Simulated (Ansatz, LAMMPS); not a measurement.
**Structural relaxation of glassy NaFeSi2O6 (120 atoms)**

Aim: bring glassy NaFeSi2O6 (120 atoms) to a nearby minimum of the energy and see what moves.

Main program and level: Ansatz 0.2.0; Kohn-Sham DFT, LDA, PAW (set soft_2), plane waves.

**Experiments to compare with.** Gaussian fit of the first maximum of the total correlation function from room-temperature neutron diffraction (“Nature and distribution of iron sites in a sodium silicate glass   investigated by neutron diffraction and EPSR simulation”, 2008, arxiv:0805.1850): nearest Si–O distance 1.63 Å; number of O about Si 3.9; nearest Fe–O distance 1.89 Å (by neutron diffraction, T(r) peak position); nearest O–O distance 2.66 Å (by neutron diffraction, T(r) peak position); number of O about Fe 4.3 (by neutron diffraction with Fe isotope substitution, Gaussian fit).

### 1. Starting point

The cell holds 120 atoms: 12 Fe, 12 Na, 72 O and 24 Si. Its edges and angles: a = 11.856 Å, b = 11.856 Å, c = 11.856 Å, α = 90.0°, β = 90.0°, γ = 90.0°. 120 atoms (12 Fe, 12 Na, 72 O, 24 Si) placed at random at 2.76 g/cm³, melted at 4500 K for 20 ps at fixed volume with the Morse and Coulomb pair potential with partial charges (Pedone, Malavasi, Menziani, Cormack and Segre, J. Phys. Chem. B 110, 11780 (2006)). Quenched from 4500 K to 300 K at 10 K/ps and fixed volume, held 5 ps.

What the set-up can't give: The quench rate of 10 K/ps far exceeds what a furnace or splat quench reaches, so expect more defects and frozen-in strain than in a real sample. The starting topology of bonds comes from the classical model. Without a Hubbard term or exact exchange, open shells on Fe are likely too delocalised. Sampling is at Γ alone, for a cell whose shortest periodic width is 12 Å.

### 2. The classical run that made the cell

A classical potential makes the cell, at a small fraction of what the same run would cost in DFT.

This step: classical MD, Morse and Coulomb pair potential with partial charges (Pedone, Malavasi, Menziani, Cormack and Segre, J. Phys. Chem. B 110, 11780 (2006)) (LAMMPS 22 Jul 2025 - Update 4).

in.lmp reads:

```
# melt-quench of Fe12Na12O72Si24
units metal
atom_style charge
boundary p p p
region box block 0 11.8563 0 11.8563 0 11.8563
create_box 4 box
mass 1 55.8450   # Fe
mass 2 22.9898   # Na
mass 3 15.9990   # O
mass 4 28.0850   # Si
create_atoms 1 random 12 40881 NULL overlap 1.5 maxtry 2000
create_atoms 2 random 12 40888 NULL overlap 1.5 maxtry 2000
create_atoms 3 random 72 40895 NULL overlap 1.5 maxtry 2000
create_atoms 4 random 24 40902 NULL overlap 1.5 maxtry 2000
pair_style hybrid/overlay pedone 5.5 coul/long 8.0
pair_coeff * * coul/long
pair_coeff 1 3 pedone 0.418981 1.620376 2.382183 2   # Fe-O
pair_coeff 2 3 pedone 0.023363 1.763867 3.006315 5   # Na-O
pair_coeff 3 3 pedone 0.042395 1.379316 3.618701 22   # O-O
pair_coeff 3 4 pedone 0.340554 2.006700 2.100000 1   # Si-O
set type 1 charge 1.8
set type 2 charge 0.6
set type 3 charge -1.2
set type 4 charge 2.4
kspace_style pppm 1.0e-4
neigh_modify delay 0 every 1 check yes
thermo_style custom step time temp pe press density
thermo_modify norm yes
timestep 0.002
thermo 100
min_style cg
minimize 1e-4 1e-4 200 2000
reset_timestep 0
velocity all create 4500 40882 mom yes dist gaussian
# [... 11 lines left out ...]
fix md all nvt temp 4500 300 0.2
run 210000 post no
unfix md
thermo 1250
fix md all nvt temp 300 300 0.2
run 2500 post no
unfix md
write_dump all custom glass.dump id type xs ys zs modify sort id
```

Run with:

```
lmp -in in.lmp -log none -nocite
```

Numbers of over 12 decimals in the logs are rounded to 6 here.

Log:

```text
LAMMPS (22 Jul 2025 - Update 4)
Created orthogonal box = (0 0 0) to (11.8563 11.8563 11.8563)
Created 12 atoms
Created 12 atoms
Created 72 atoms
Created 24 atoms
PPPM initialization ...
  G vector (1/distance) = 0.37456909
  grid = 12 12 12
  estimated relative force accuracy = 8.0154835e-05
   Step          Time           Temp          PotEng         Press         Density
         0   0              0             -1.9310536      476584.07      2.7618017
        89   0.178          0             -14.301039     -23113.329      2.7618017
Loop time of 0.0507811 s on 1 MPI rank(s) for 89 steps with 120 atoms
Minimization stats:
  Stopping criterion = energy tolerance
[... 17 lines left out ...]
[... 1 line left out ...]
Loop time of 3.80885 s on 1 MPI rank(s) for 10000 steps with 120 atoms
   Step          Time           Temp          PotEng         Press         Density
[... 12 lines left out ...]
Loop time of 76.0398 s on 1 MPI rank(s) for 210000 steps with 120 atoms
   Step          Time           Temp          PotEng         Press         Density
    221000   442            337.85621     -14.48141      -29467.011      2.7618017
    221250   442.5          309.54742     -14.487059     -26482.643      2.7618017
    222500   445            311.65446     -14.483801     -23774.575      2.7618017
    223500   447            323.9413      -14.477433     -23373.013      2.7618017
Loop time of 0.819853 s on 1 MPI rank(s) for 2500 steps with 120 atoms
```

Elapsed: 81 s, on 1 thread of Intel Xeon 6975P-C (Granite Rapids), shared host; peak memory 0.069 GiB.

### 3. Single point at the start

A single point comes first, to see the forces before anything moves.

input.yaml reads:

```yaml
crystal:
  lattice:
    - [11.8563, 0.0, 0.0]
    - [0.0, 11.8563, 0.0]
    - [0.0, 0.0, 11.8563]
  atoms:
    - { symbol: Fe, position: [0.02797, 0.99326, 0.50523], spin: 5.0 }
    - { symbol: Fe, position: [0.81888, 0.053, 0.62552], spin: 5.0 }
    - { symbol: Fe, position: [0.14316, 0.41682, 0.51054], spin: -5.0 }
    - { symbol: Fe, position: [0.39919, 0.71041, 0.78019], spin: 5.0 }
    - { symbol: Fe, position: [0.86641, 0.51702, 0.84086], spin: 5.0 }
    - { symbol: Fe, position: [0.42574, 0.67401, 0.48207], spin: -5.0 }
    - { symbol: Fe, position: [0.18569, 0.1785, 0.56034], spin: -5.0 }
    - { symbol: Fe, position: [0.05605, 0.26552, 0.23933], spin: -5.0 }
    - { symbol: Fe, position: [0.94401, 0.72585, 0.02462], spin: -5.0 }
    - { symbol: Fe, position: [0.98919, 0.52923, 0.23948], spin: 5.0 }
    - { symbol: Fe, position: [0.15689, 0.62831, 0.4152], spin: 5.0 }
    - { symbol: Fe, position: [0.19536, 0.65652, 0.11388], spin: -5.0 }
    - { symbol: Na, position: [0.66888, 0.73313, 0.90838] }
    - { symbol: Na, position: [0.18865, 0.54855, 0.83159] }
    - { symbol: Na, position: [0.06469, 0.33521, 0.77787] }
    - { symbol: Na, position: [0.80322, 0.24059, 0.92652] }
    - { symbol: Na, position: [0.21982, 0.97602, 0.30709] }
    - { symbol: Na, position: [0.76041, 0.33856, 0.26063] }
    - { symbol: Na, position: [0.34044, 0.35878, 0.05799] }
    - { symbol: Na, position: [0.6365, 0.70379, 0.34936] }
    - { symbol: Na, position: [0.87516, 0.02316, 0.11838] }
    - { symbol: Na, position: [0.55534, 0.48188, 0.79385] }
    - { symbol: Na, position: [0.77523, 0.04827, 0.3474] }
    - { symbol: Na, position: [0.59675, 0.1654, 0.08633] }
    - { symbol: O, position: [0.83222, 0.38322, 0.76556] }
    - { symbol: O, position: [0.20515, 0.09865, 0.03363] }
    - { symbol: O, position: [0.45514, 0.61453, 0.33341] }
    - { symbol: O, position: [0.63236, 0.58545, 0.0645] }
    - { symbol: O, position: [0.76578, 0.41606, 0.01233] }
    - { symbol: O, position: [0.93712, 0.28433, 0.34712] }
    - { symbol: O, position: [0.56608, 0.78114, 0.72332] }
    - { symbol: O, position: [0.88284, 0.91769, 0.54921] }
    - { symbol: O, position: [0.09677, 0.92018, 0.81212] }
    - { symbol: O, position: [0.96964, 0.56885, 0.73644] }
    - { symbol: O, position: [0.89347, 0.12468, 0.48725] }
    - { symbol: O, position: [0.90648, 0.80532, 0.1781] }
    - { symbol: O, position: [0.66566, 0.98037, 0.61297] }
    - { symbol: O, position: [0.04585, 0.40272, 0.15267] }
    - { symbol: O, position: [0.67783, 0.9397, 0.81942] }
    - { symbol: O, position: [0.99219, 0.90388, 0.34745] }
    - { symbol: O, position: [0.25661, 0.30637, 0.44982] }
    - { symbol: O, position: [0.02366, 0.68405, 0.33109] }
    - { symbol: O, position: [0.48543, 0.19707, 0.69372] }
    - { symbol: O, position: [0.41476, 0.19499, 0.05503] }
    - { symbol: O, position: [0.10661, 0.5784, 0.55759] }
    - { symbol: O, position: [0.99244, 0.46241, 0.9373] }
    - { symbol: O, position: [0.41946, 0.21178, 0.33348] }
    - { symbol: O, position: [0.04323, 0.12356, 0.8892] }
    - { symbol: O, position: [0.12677, 0.30408, 0.99036] }
    - { symbol: O, position: [0.27927, 0.79672, 0.84999] }
    - { symbol: O, position: [0.52133, 0.81753, 0.44581] }
    - { symbol: O, position: [0.15072, 0.89487, 0.56223] }
    - { symbol: O, position: [0.21301, 0.26575, 0.25081] }
    - { symbol: O, position: [0.53865, 0.04411, 0.38494] }
    - { symbol: O, position: [0.34739, 0.94244, 0.47165] }
    - { symbol: O, position: [0.04352, 0.62578, 0.11963] }
    - { symbol: O, position: [0.47761, 0.9837, 0.72153] }
    - { symbol: O, position: [0.0921, 0.74646, 0.9497] }
    - { symbol: O, position: [0.76584, 0.05789, 0.97247] }
    - { symbol: O, position: [0.11658, 0.71773, 0.72991] }
    - { symbol: O, position: [0.2463, 0.59154, 0.26345] }
    - { symbol: O, position: [0.82887, 0.32326, 0.54407] }
    - { symbol: O, position: [0.28744, 0.78809, 0.13122] }
    - { symbol: O, position: [0.50108, 0.76758, 0.09882] }
    - { symbol: O, position: [0.82481, 0.53936, 0.18262] }
    - { symbol: O, position: [0.12983, 0.10169, 0.43869] }
    - { symbol: O, position: [0.25527, 0.75308, 0.43512] }
    - { symbol: O, position: [0.54396, 0.61738, 0.58879] }
    - { symbol: O, position: [0.78581, 0.18191, 0.69728] }
    - { symbol: O, position: [0.39296, 0.96702, 0.0621] }
    - { symbol: O, position: [0.4168, 0.57261, 0.12885] }
    - { symbol: O, position: [0.0754, 0.47028, 0.36481] }
    - { symbol: O, position: [0.36433, 0.41503, 0.27893] }
    - { symbol: O, position: [0.94698, 0.72111, 0.58816] }
    - { symbol: O, position: [0.83785, 0.76822, 0.39844] }
    - { symbol: O, position: [0.85523, 0.8605, 0.94166] }
    - { symbol: O, position: [0.04831, 0.08695, 0.66102] }
    - { symbol: O, position: [0.34499, 0.76766, 0.61773] }
    [... 36 atom lines left out ...]
    - { symbol: Si, position: [0.40171, 0.85743, 0.14249] }
    - { symbol: Si, position: [0.92891, 0.26191, 0.47638] }
    - { symbol: Si, position: [0.03084, 0.03405, 0.7821] }
    - { symbol: Si, position: [0.31542, 0.29404, 0.32827] }
    - { symbol: Si, position: [0.37795, 0.54268, 0.25524] }
    - { symbol: Si, position: [0.52782, 0.29452, 0.61053] }
magnetization:
  spin_polarized: true
kpoints:
  mp_grid: { grid: [1, 1, 1] }
hamiltonian:
  xc: lda
scf:
  occupations: { method: gaussian, width: 0.05 }
  lower_state_search: "off"
output:
  forces: true
```

Run with:

```
ansatz run input.yaml --threads 4 --pin off --max-ram 8192MiB --backend cpu --events-out ev --progress --plain --runs-dir out
```

Log:

```text
Engine: ansatz 0.2.0, x86_64-unknown-linux-gnu
Pseudopotentials: kind: paw
Pseudopotential: Fe, paw, valence charge 16, recommended cutoff 420 eV (normal), Fe.paw.azcp
Pseudopotential: Na, paw, valence charge 9, recommended cutoff 420 eV (normal), Na.paw.azcp
Pseudopotential: O, paw, valence charge 6, recommended cutoff 420 eV (normal), O.paw.azcp
Pseudopotential: Si, paw, valence charge 4, recommended cutoff 420 eV (normal), Si.paw.azcp
[... 3 lines on functional and potentials left out ...]
Crystal: 120 atoms, lattice volume = 1666.662 Å³
Basis set: ecut = 420 eV, 32531 PW (Γ)
Bands: 564, of which v1, the nominal top of the filled ones, is band 414 counted from 1 (413 counted from 0)
Symmetry: 1 space group operations
Space group: P1 (ITA 1), of the structure as read, at distance tolerance 1.2e-4 Å
Magnetic group: BNS 1.1 (UNI 1), of the structure as read, at distance tolerance 1.2e-4 Å
k-points: 1
[... 13 lines on functional and potentials left out ...]
Initial density: superposition of atomic densities (chi_scale 0.1, normalization cell, long waves 47 % of neutral atoms (reshape's long-wave potential 1.47 eV rms, cloud 2.32 Å wide))
Starting moments: Σ|m| = 60 μB on 12 of 120 sites
Starting magnetic order: compensated ferrimagnet; no operation exchanges its spin sublattices
Initial wavefunctions: pseudopotential atomic-orbital guess
Functional: x = slater, c = lda
SCF iter   1: F=—  HF=-125431.497353 eV  |F-HF|=—  |Δ(HF+E_count)|=         —  Δρ=2.10e-1 (↑2.10e-1 ↓2.07e-1)  dr2=2.96e3  dr2_m=2.80e2  M=1.213 μB ∫|m|=16.126 μB  β_m=0.30  ethr=3.10e-3  ⟨swp⟩=6.0  Hψ=4519  notcnv=0  defer=128
preconditioner: auto → Kerker (q_TF=auto, 2.428 Å⁻¹)  [metal: Δε(μ)=0.043 eV  Ē_g=14.350 eV  σ=0.050 eV  W_gap=0.43  n_scr=388 (ndim 8)  ℏωp=22.9 eV  f_vac=0.106  D(μ)=74.28/eV (n_scr^D=618)]
spin=Collinear: Kerker preconditioning applied to the charge; magnetization (m = ρ↑ − ρ↓) channel mixes plain (no charge-response kernel on spin).
SCF iter   2: F=—  HF=-125393.069532 eV  |F-HF|=—  |Δ(HF+E_count)|=    3.84e1  Δρ=9.78e-2 (↑9.78e-2 ↓9.05e-2)  dr2=4.62e2  dr2_m=8.35e0  M=-0.941 μB ∫|m|=54.104 μB  β_m=0.30  ethr=3.10e-3  ⟨swp⟩=11.0  Hψ=5037  notcnv=0  defer=263
SCF iter   3: F=—  HF=-125322.816208 eV  |F-HF|=—  |Δ(HF+E_count)|=    7.03e1  Δρ=5.74e-2 (↑5.32e-2 ↓5.74e-2)  dr2=1.92e2  dr2_m=7.51e0  M=-3.985 μB ∫|m|=51.010 μB  β_m=0.30  ethr=3.10e-3  ⟨swp⟩=5.0  Hψ=2251  notcnv=0  defer=283
SCF iter   4: F=—  HF=-125320.414292 eV  |F-HF|=—  |Δ(HF+E_count)|=    2.40e0  Δρ=8.88e-2 (↑8.88e-2 ↓5.78e-2)  dr2=4.17e2  dr2_m=1.73e1  M=-7.372 μB ∫|m|=45.329 μB  β_m=0.30  ethr=3.10e-3  ⟨swp⟩=7.5  Hψ=2177  notcnv=0  defer=283
SCF iter   5: F=—  HF=-125308.639539 eV  |F-HF|=—  |Δ(HF+E_count)|=    1.18e1  Δρ=6.99e-2 (↑6.99e-2 ↓5.70e-2)  dr2=2.77e2  dr2_m=2.08e1  M=0.553 μB ∫|m|=42.124 μB  β_m=0.30  ethr=3.10e-3  ⟨swp⟩=4.5  Hψ=2161  notcnv=0  defer=285
SCF iter   6: F=—  HF=-125301.890074 eV  |F-HF|=—  |Δ(HF+E_count)|=    6.75e0  Δρ=3.11e-2 (↑3.10e-2 ↓3.11e-2)  dr2=7.58e1  dr2_m=3.61e0  M=-1.763 μB ∫|m|=48.299 μB  β_m=0.30  ethr=3.10e-3  ⟨swp⟩=5.5  Hψ=3239  notcnv=0  defer=271
SCF iter   7: F=—  HF=-125298.959136 eV  |F-HF|=—  |Δ(HF+E_count)|=    2.93e0  Δρ=3.16e-2 (↑2.41e-2 ↓3.16e-2)  dr2=2.01e1  dr2_m=8.59e0  M=-0.532 μB ∫|m|=52.847 μB  β_m=1.00  ethr=3.10e-3  ⟨swp⟩=5.0  Hψ=2968  notcnv=0  defer=274
SCF iter   8: F=—  HF=-125297.378849 eV  |F-HF|=—  |Δ(HF+E_count)|=    1.58e0  Δρ=1.64e-2 (↑1.64e-2 ↓1.25e-2)  dr2=1.41e1  dr2_m=1.29e0  M=-0.001 μB ∫|m|=53.333 μB  β_m=0.30  ethr=2.42e-3  ⟨swp⟩=3.0  Hψ=2144  notcnv=0  defer=271
SCF iter   9: F=—  HF=-125297.938676 eV  |F-HF|=—  |Δ(HF+E_count)|=   5.60e-1  Δρ=1.72e-2 (↑1.34e-2 ↓1.72e-2)  dr2=1.54e1  dr2_m=1.02e0  M=-0.858 μB ∫|m|=52.402 μB  β_m=0.30  ethr=1.70e-3  ⟨swp⟩=12.0  Hψ=2007  notcnv=0  defer=275
Mixer restart at iter 9: flushing history
spin-set hold released at iteration 9 (site moments contracting): the magnetisation degrees of freedom join the quasi-Newton model from the next iteration; the mixer history was flushed
[...]
preconditioner: auto → Resta (q_TF=auto, 2.428 Å⁻¹)  ε∞=3.5  [insulator: Δε(μ)=0.096 eV  Ē_g=15.460 eV  σ=0.050 eV  W_gap=0.83  n_scr=388 (ndim 8)  ℏωp=24.2 eV  f_vac=0.201  D(μ)=8.94/eV (n_scr^D=26)  ε∞_Penn≈3.5]
spin=Collinear: Resta preconditioning applied to the charge; magnetization (m = ρ↑ − ρ↓) channel mixes plain (no charge-response kernel on spin).
[...]
SCF iter  28: F=—  HF=-125296.495309 eV  |F-HF|=—  |Δ(HF+E_count)|=   6.99e-5  Δρ=4.38e-5 (↑4.38e-5 ↓2.48e-5)  dr2=8.18e-5  dr2_m=6.60e-6  M=-0.000 μB ∫|m|=54.551 μB  β_m=0.33  ethr=1.38e-8  ⟨swp⟩=2.5  Hψ=1614  notcnv=0  defer=280
SCF iter  29: F=—  HF=-125296.495132 eV  |F-HF|=—  |Δ(HF+E_count)|=   1.77e-4  Δρ=3.02e-5 (↑2.86e-5 ↓3.02e-5)  dr2=5.87e-5  dr2_m=3.23e-6  M=-0.000 μB ∫|m|=54.551 μB  β_m=0.29  ethr=9.88e-9  ⟨swp⟩=2.0  Hψ=1179  notcnv=0  defer=280
SCF iter  30: F=—  HF=-125296.495139 eV  |F-HF|=—  |Δ(HF+E_count)|=   7.03e-6  Δρ=1.08e-5 (↑1.08e-5 ↓8.61e-6)  dr2=8.23e-6  dr2_m=4.66e-7  M=-0.000 μB ∫|m|=54.552 μB  β_m=0.36  ethr=7.09e-9  ⟨swp⟩=2.0  Hψ=998  notcnv=0  defer=280
SCF iter  31: F=—  HF=-125296.495143 eV  |F-HF|=—  |Δ(HF+E_count)|=   4.17e-6  Δρ=9.71e-6 (↑9.71e-6 ↓9.49e-6)  dr2=6.28e-6  dr2_m=4.54e-7  M=-0.000 μB ∫|m|=54.551 μB  β_m=0.34  ethr=9.94e-10  ⟨swp⟩=2.0  Hψ=1352  notcnv=0  defer=280
SCF iter  32: F=—  HF=-125296.495145 eV  |F-HF|=—  |Δ(HF+E_count)|=   1.04e-6  Δρ=8.31e-6 (↑8.31e-6 ↓7.34e-6)  dr2=4.39e-6  dr2_m=1.90e-7  M=-0.000 μB ∫|m|=54.551 μB  β_m=0.29  ethr=7.58e-10  ⟨swp⟩=2.0  Hψ=1634  notcnv=0  defer=280
SCF iter  33: F=—  HF=-125296.495145 eV  |F-HF|=—  |Δ(HF+E_count)|=   2.78e-7  Δρ=5.08e-6 (↑5.08e-6 ↓3.49e-6)  dr2=1.64e-6  dr2_m=8.91e-8  M=-0.000 μB ∫|m|=54.552 μB  β_m=0.29  ethr=5.31e-10  ⟨swp⟩=2.0  Hψ=1610  notcnv=0  defer=280
SCF iter  34: F=—  HF=-125296.495145 eV  |F-HF|=—  |Δ(HF+E_count)|=   3.68e-7  Δρ=2.31e-6 (↑2.29e-6 ↓2.31e-6)  dr2=4.57e-7  dr2_m=1.71e-8  M=-0.000 μB ∫|m|=54.552 μB  β_m=0.28  ethr=1.98e-10  ⟨swp⟩=2.0  Hψ=1131  notcnv=0  defer=280
SCF iter  35: F=—  HF=-125296.495145 eV  |F-HF|=—  |Δ(HF+E_count)|=   1.05e-7  Δρ=1.47e-6 (↑1.45e-6 ↓1.47e-6)  dr2=1.53e-7  dr2_m=1.20e-8  M=-0.000 μB ∫|m|=54.552 μB  β_m=0.34  ethr=5.53e-11  ⟨swp⟩=2.0  Hψ=1202  notcnv=0  defer=280
SCF iter  36: F=—  HF=-125296.495145 eV  |F-HF|=—  |Δ(HF+E_count)|=   8.39e-8  Δρ=1.48e-6 (↑1.48e-6 ↓1.07e-6)  dr2=1.12e-7  dr2_m=7.80e-9  M=-0.000 μB ∫|m|=54.552 μB  β_m=0.33  ethr=1.21e-11  ⟨swp⟩=4.5  Hψ=2671  notcnv=0
SCF iter  37: F=-125296.495145 eV  HF=-125296.495145 eV  |F-HF|=4.10e-8  |Δ(HF+E_count)|=   5.62e-9  Δρ=1.33e-6 (↑1.33e-6 ↓1.03e-6)  dr2=9.88e-8  dr2_m=5.13e-9  M=-0.000 μB ∫|m|=54.552 μB  ethr=1.21e-11  ⟨swp⟩=4.5  Hψ=2795  notcnv=0
SCF 1 converged in 37 iterations: F = -125296.495145 eV  dr2 = 9.88e-8
  greatest PAW one-centre occupation: 1.005 electrons in one spin orbital (limit 2), on the Fe atom at site 6 (counted from 0), in its partial waves of l = 1
SCF converged after 37 iterations
Magnetization: -0.0000 μB (414.0000 up, 414.0000 down)
Absolute magnetization: 54.5669 μB (∫|ρ↑−ρ↓|, with the PAW one-centre terms)
Spin contamination: 28.1093 ħ² per cell (⟨S²⟩ above its minimum at these occupations)
Per-site moments (μB) at R_I (Å): [(3.529393, 0.797054), (3.480786, 0.739469), (-3.515914, 0.803165), (3.619980, 0.787694), (3.583843, 0.761546), (-3.642739, [...]
Free energy (F): -125296.495145 eV
Harris-Foulkes:  -125296.495145 eV  (|F-HF|=4.10e-8)
Internal energy: -125296.494729 eV  (E = F + TS)
E sigma→0 (E₀):  -125296.494937 eV
Entropy (-TS):   -0.000416 eV (-0.003 meV/atom)
Fermi energy:    4.374627 eV
--- Per-component energies (eV) ---
  E_band       = -10032.393705
  E_kinetic    = 19254.565534
  E_local      = -111471.446845  (includes V_loc(G=0)·N_el)
  E_nonlocal   = 8375.094658
  E_hartree    = 45431.855990
  E_xc         = -8370.173232
  E_vxc        = -10222.677055  (∫ρ·V_xc dr)
  E_paw        = -40922.712406  (= ΣΔE_a)
  E_vpaw       = -6831.828359  (= ΣTr[D̂ρ^β])
  E_aug_tail   = 0.195723  (compensation charges beyond the density's cutoff)
  E_ewald      = -37609.385544
  E_core_change = 15.511393  (= ΣΔE_core)
  E_smearing   = -0.000416  (= −TS)
  E_closure    = 0.000000  (closes the sum)
  Σ components = -125296.495145   (vs F -125296.495145, Δ=0.00e0)
--- Forces (eV/Å), atoms counted from 1 ---
  atom   1  Fe     1.28702010    -0.21812745    -1.17980665
  atom   2  Fe    -0.94448638    -1.60241752    -0.34037092
  atom   3  Fe    -0.13745055     0.46942817    -1.18061080
  atom   4  Fe    -0.91303764     0.41733507    -0.37162271
  atom   5  Fe     0.31994620     0.15499544     0.33224415
  atom   6  Fe    -0.58134290     0.15435101     0.39966962
  atom   7  Fe    -0.69831644    -0.34755467    -1.19330379
  atom   8  Fe     0.91065078     0.98265081     0.05607649
  atom   9  Fe     0.22077091     1.32538050     0.17023756
  atom  10  Fe     0.59659491     1.27422643    -0.06417996
  atom  11  Fe     0.61077477     0.43061691    -1.56183823
  atom  12  Fe     0.88992663    -0.07259498     0.49341413
  atom  13  Na     0.44770679     0.07393276    -0.43322078
  atom  14  Na    -0.03694747     0.25580599     0.08923398
[...]
atom 119  Si    -2.47733755     2.42079587     0.16304101
  atom 120  Si    -0.20513838    -0.70466836     1.51818559
  max |Σ_I F_I| component: 3.95e-4 eV/Å
```

The job ended after 73 s (4 threads of Intel Xeon 6975P-C (Granite Rapids), shared host; peak memory 4.3 GiB).

Reading the cycles: dr2 is the Hartree energy of the density residual (eV), the measure of convergence; HF is the Harris–Foulkes estimate of the energy, which meets the free energy F at convergence.

The run gave:

```
free energy            : -125296.4951 eV
free energy per atom   : -1044.1375 eV/atom
SCF cycles             : 37
r.m.s. force component : 1.192 eV/Å
longest force          : 4.907 eV/Å
Fermi energy           : 4.375 eV
absolute moment        : 54.57 μB
```

The r.m.s. force component of 1.2 eV/Å sets the starting point.

Length of the force by element:

```
element  coordination  atoms  mean length of the force (eV/Å)  spread   least  most
     Fe           all     12                             1.29   0.398   0.487  1.89
     Na           all     12                            0.509   0.258  0.0685  1.02
      O           all     72                             1.78    1.05   0.331  4.78
     Si           all     24                             2.49    1.11    1.08  4.91
```

(Part 1 of 4 ends here.)

[Logs are printed without paths, hosts, clocks, repeated set-up lines and the standing remarks that a program may print on its own settings, such as how far it seeks lower states.]

[Hosts, paths, dates, database ids (printed as entryN), source tags and the programs' standing remarks are cut or masked in the printed files.]
